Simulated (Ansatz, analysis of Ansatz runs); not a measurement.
# Can an added electron hop between V atoms in YVO4 (I4_1/amd)?, part 2 of 2

Question: does an added electron stay on the V atom where it is started in YVO4 (I4_1/amd), and if so, how high is the barrier for a hop to another V site nearby? Model: a cell of 96 host atoms.

Ansatz 0.2.0; plane-wave PAW DFT, PBEsol+U; relaxation of all atoms of a supercell at fixed charge in a uniform background; PAW set soft_1.

So far. Step 3 (The electron on the first site): The largest changes of the moments are 0.75 μB on V15, -0.01 μB on O7 and -0.01 μB on O11. The largest part sits on the chosen site. Step 4 (The electron on the second site): The largest changes of the moments are 0.75 μB on V64, -0.01 μB on O72 and -0.01 μB on O68. The largest part sits on the chosen site.

In doubt: warnings of the run leave room for a lower electronic state (step 5), so energies may not be the lowest and differences between runs may mislead.

### 5. Points on the line between the two structures

All atoms move on the straight line between the two relaxed structures, 1.92 amu^1/2 Å long in mass-weighted terms. Each point starts from the state of the point before, once from either end, so that both localised states can be followed; the midpoint is also started with the carrier shared.

File A.x0500/input.yaml:

```yaml
crystal:
  lattice:
    - [-7.10835796, 7.10835796, 6.23950388]
    - [7.10835796, -7.10835796, 6.23950388]
    - [7.10835796, 7.10835796, -6.23950388]
  atoms:
    - { symbol: "Y", position: [-0.000189, -0.000277, 4.4e-05] }
    - { symbol: "Y", position: [0.375062, 0.126565, 0.251637] }
    - { symbol: V, position: [0.249347, 0.249788, 0.000526] }
    - { symbol: V, position: [0.124754, 0.374892, 0.249758] }
    - { symbol: O, position: [0.036989, 0.379515, 0.342171] }
    - { symbol: O, position: [0.253685, 0.161789, 0.092644] }
    - { symbol: O, position: [0.06529, 0.158956, 0.406244] }
    - { symbol: O, position: [0.037, 0.194713, 0.157382] }
    - { symbol: O, position: [0.304566, 0.462945, 0.341532] }
    - { symbol: O, position: [0.337688, 0.429899, 0.092447] }
    - { symbol: O, position: [0.340218, 0.246733, 0.406153] }
    - { symbol: O, position: [0.119958, 0.462427, 0.157414] }
    - { symbol: "Y", position: [0.001675, 0.001584, 0.499986] }
    - { symbol: "Y", position: [0.374831, 0.126335, 0.748392] }
    - { symbol: V, position: [0.249638, 0.249776, 0.499757], spin: 1.0 }
    - { symbol: V, position: [0.12487, 0.375009, 0.750223] }
    - { symbol: O, position: [0.037117, 0.379284, 0.842508] }
    - { symbol: O, position: [0.251258, 0.158437, 0.592699] }
    - { symbol: O, position: [0.069212, 0.161984, 0.908121] }
    - { symbol: O, position: [0.036689, 0.195024, 0.658573] }
    - { symbol: O, position: [0.304743, 0.462753, 0.842595] }
    - { symbol: O, position: [0.340234, 0.43396, 0.593398] }
    - { symbol: O, position: [0.336027, 0.24382, 0.908137] }
    - { symbol: O, position: [0.119982, 0.462557, 0.65788] }
    - { symbol: "Y", position: [-0.001561, 0.499943, -0.001607] }
    - { symbol: "Y", position: [0.374784, 0.624693, 0.249986] }
    - { symbol: V, position: [0.251046, 0.750415, 0.000527] }
    - { symbol: V, position: [0.124869, 0.874544, 0.249757] }
    - { symbol: O, position: [0.036672, 0.87801, 0.341545] }
    - { symbol: O, position: [0.254359, 0.661865, 0.092376] }
    - { symbol: O, position: [0.069211, 0.661, 0.407136] }
    - { symbol: O, position: [0.037133, 0.694506, 0.157744] }
    - { symbol: O, position: [0.304743, 0.962062, 0.341902] }
    - { symbol: O, position: [0.338635, 0.930375, 0.092972] }
    - { symbol: O, position: [0.337675, 0.745139, 0.407672] }
    - { symbol: O, position: [0.119979, 0.961981, 0.157305] }
    - { symbol: "Y", position: [-0.000188, 0.499664, 0.499985] }
    - { symbol: "Y", position: [0.375061, 0.623321, 0.748392] }
    - { symbol: V, position: [0.249346, 0.748717, 0.499454] }
    - { symbol: V, position: [0.124884, 0.874253, 0.750527] }
    - { symbol: O, position: [0.037309, 0.879227, 0.843124] }
    - { symbol: O, position: [0.253685, 0.660925, 0.591779] }
    - { symbol: O, position: [0.071672, 0.663717, 0.907865] }
    - { symbol: O, position: [0.03732, 0.694081, 0.657991] }
    - { symbol: O, position: [0.305031, 0.962357, 0.842583] }
    - { symbol: O, position: [0.336038, 0.927785, 0.592114] }
    - { symbol: O, position: [0.338622, 0.74556, 0.908142] }
    - { symbol: O, position: [0.11828, 0.960506, 0.657658] }
    - { symbol: "Y", position: [0.499954, -8.0e-05, -6.8e-05] }
    - { symbol: "Y", position: [0.876297, 0.12467, 0.251523] }
    - { symbol: V, position: [0.749982, 0.249721, 0.000158] }
    - { symbol: V, position: [0.625388, 0.374824, 0.249389] }
    - { symbol: O, position: [0.538701, 0.380793, 0.34177] }
    - { symbol: O, position: [0.754776, 0.162172, 0.092489] }
    - { symbol: O, position: [0.569991, 0.161871, 0.407333] }
    - { symbol: O, position: [0.537056, 0.194713, 0.157479] }
    - { symbol: O, position: [0.805523, 0.462637, 0.341803] }
    - { symbol: O, position: [0.837747, 0.4299, 0.092545] }
    - { symbol: O, position: [0.837606, 0.245328, 0.407395] }
    - { symbol: O, position: [0.621051, 0.462814, 0.157261] }
    - { symbol: "Y", position: [0.499673, 0.001292, 0.501522] }
    - { symbol: "Y", position: [0.874923, 0.124949, 0.74993] }
    - { symbol: V, position: [0.749865, 0.249603, 0.499691] }
    - { symbol: V, position: [0.625098, 0.374836, 0.750157] }
    - { symbol: O, position: [0.5345, 0.377879, 0.843743] }
    - { symbol: O, position: [0.754756, 0.162046, 0.592023] }
    - { symbol: O, position: [0.570172, 0.161686, 0.908399] }
    - { symbol: O, position: [0.534516, 0.190652, 0.656533] }
    - { symbol: O, position: [0.809447, 0.465672, 0.843685] }
    - { symbol: O, position: [0.838058, 0.429589, 0.591353] }
    - { symbol: O, position: [0.837734, 0.245098, 0.907732] }
    - { symbol: O, position: [0.623475, 0.466155, 0.657198] }
    - { symbol: "Y", position: [0.499674, 0.498047, -0.001722] }
    - { symbol: "Y", position: [0.874923, 0.62489, 0.249871] }
    - { symbol: V, position: [0.749864, 0.750069, 0.000157] }
    - { symbol: V, position: [0.623692, 0.874197, 0.24939] }
    - { symbol: O, position: [0.536104, 0.879054, 0.341763] }
    - { symbol: O, position: [0.754754, 0.662611, 0.092589] }
    - { symbol: O, position: [0.569707, 0.662269, 0.407348] }
    - { symbol: O, position: [0.536117, 0.694236, 0.15696] }
    - { symbol: O, position: [0.803066, 0.960909, 0.342066] }
    - { symbol: O, position: [0.83762, 0.930107, 0.092188] }
    - { symbol: O, position: [0.837417, 0.745386, 0.406783] }
    - { symbol: O, position: [0.62038, 0.962734, 0.157528] }
    - { symbol: "Y", position: [0.499904, 0.498278, 0.501523] }
    - { symbol: "Y", position: [0.873063, 0.623028, 0.749931] }
    - { symbol: V, position: [0.749854, 0.75036, 0.499391] }
    - { symbol: V, position: [0.625388, 0.875896, 0.75046] }
    - { symbol: O, position: [0.537044, 0.879476, 0.842226] }
    - { symbol: O, position: [0.756457, 0.664095, 0.592248] }
    - { symbol: O, position: [0.569991, 0.66257, 0.908032] }
    - { symbol: O, position: [0.53871, 0.696826, 0.657815] }
    - { symbol: O, position: [0.805522, 0.963628, 0.842793] }
    - { symbol: O, position: [0.837431, 0.930532, 0.59194] }
    - { symbol: O, position: [0.838042, 0.7466, 0.908349] }
    - { symbol: O, position: [0.62105, 0.963673, 0.658119] }
total_charge: -1
basis:
  ecutwfc: 420
  xc_grid: 2
hamiltonian:
  xc: pbesol
  hubbard:
    sites: [{ species: V, l: d, u_eff: 5.0 }]
    projectors: ortho-atomic
  pseudopotentials: { kind: paw, azcp: { folder: soft_1 }, xc_functional: pbe }
kpoints:
  mp_grid: { grid: [1, 1, 1] }
magnetization:
  spin_polarized: true
  initial_magnetization: 1
  spin_locking: { lock_magnetization: hard }
scf:
  occupations: { method: fermi_dirac, width: 0.01 }
  max_iter: 120
  lower_state_search: "off"
output:
  forces: true
  eigenvalues: true
  eigenstates: { localisation: true }
  write_density: true
  write_potential: true
  volumetric_format: npy
checkpoint:
  read: "../A.x0375.run"
  write: "../A.x0500.run"
  compress: false
  write_wavefunctions: true
  write_every: 100000
```

Command:

```
ansatz run input.yaml --threads 32 --pin off --max-ram 84787MiB --backend cuda --events-out ev --progress --plain --runs-dir out --max-vram 78GiB
```

Wall time 3.5 s (1 × NVIDIA GB200 with 32 threads of Arm Neoverse V2, shared host); peak memory 1.4 GiB.

From eigenstates.tsv, first k-point; energies on the run's zero. The participation number counts the atoms that a state is spread over, of 96; bands count from 0.

```csv
spin,band,energy (eV),occupation,participation,largest share on,share
down,378,6.280,1.00,18.1,O11,0.12
down,379,6.284,1.00,22.8,O18,0.10
down,380,6.338,1.00,40.4,O48,0.05
down,381,6.620,1.00,7.2,O7,0.26
down,382,6.621,1.00,7.8,O22,0.23
down,383,6.883,1.00,6.1,O7,0.23
down,384,9.387,0.00,7.8,V64,0.34
down,385,9.674,0.00,2.0,V64,0.69
down,386,9.754,0.00,7.8,V64,0.34
down,387,10.155,0.00,8.1,V75,0.24
down,388,10.180,0.00,11.8,V51,0.22
up,379,6.279,1.00,24.2,O18,0.09
up,380,6.338,1.00,40.2,O48,0.05
up,381,6.601,1.00,7.9,O7,0.23
up,382,6.606,1.00,8.4,O11,0.21
up,383,6.912,1.00,6.0,O7,0.23
up,384,9.217,1.00,3.3,V15,0.51
up,385,9.379,0.00,8.0,V64,0.34
up,386,9.665,0.00,2.1,V64,0.69
up,387,9.751,0.00,7.6,V64,0.34
up,388,10.153,0.00,8.1,V63,0.24
up,389,10.178,0.00,12.1,V51,0.20
```

Under PBEsol+U (5 eV) at the zone centre alone, the highest filled state is spin up, spread over 3 of 96 atoms, and the lowest empty one, 0.16 eV above it, is spin up, spread over 8 of 96 atoms.

The largest moments in the atoms' spheres: V15 0.71, O11 -0.01, O22 -0.01, V87 0.01, O18 -0.01, O7 -0.01 μB.

Free energies from the first end:

```
started from  fraction  energy (eV)  moment change on V15 (μB)  on V64 (μB)
  first site         0        0.000                       0.75         0.00
  first site     0.125        0.022                       0.74         0.00
  first site      0.25        0.089                       0.73         0.00
  first site     0.375        0.201                       0.72         0.00
  first site       0.5        0.356                       0.71         0.00
  first site     0.625       -0.009                       0.05         0.66
 second site     0.875        0.022                       0.00         0.74
 second site      0.75        0.090                       0.00         0.73
 second site     0.625        0.201                       0.00         0.72
 second site       0.5        0.357                       0.00         0.71
 second site     0.375       -0.009                       0.66         0.05
      shared       0.5        0.092                       0.44         0.44
 second site         1        0.000                       0.00         0.75
```

### 6. Outcome

```yaml
distance_of_the_two_sites_without_the_carrier: 3.88 Å
```

What this shows: A point on the line lies below the end that it belongs to, so more than one localised state is in play, the ends need not be the lowest, and the line gives no barrier. No run compares the localised electron with one spread in the band, so its binding is unknown. The program's search for lower electronic states was switched off in all runs, so that each state is followed; none is shown to be the lowest at its structure. No image-charge correction is applied; it nearly cancels along the line while the charge stays localised. Keep in mind: sampling at the zone centre alone can move energies of charged and open-shell states by tenths of an eV or more in cells of this size; gap and trapping depend on the U chosen (V d 5.0 eV).

[Logs are printed without paths, hosts, clocks, repeated set-up lines and the standing remarks that a program may print on its own settings, such as how far it seeks lower states.]

[Hosts, paths, dates, database ids (printed as entryN), source tags and the programs' standing remarks are cut or masked in the printed files.]
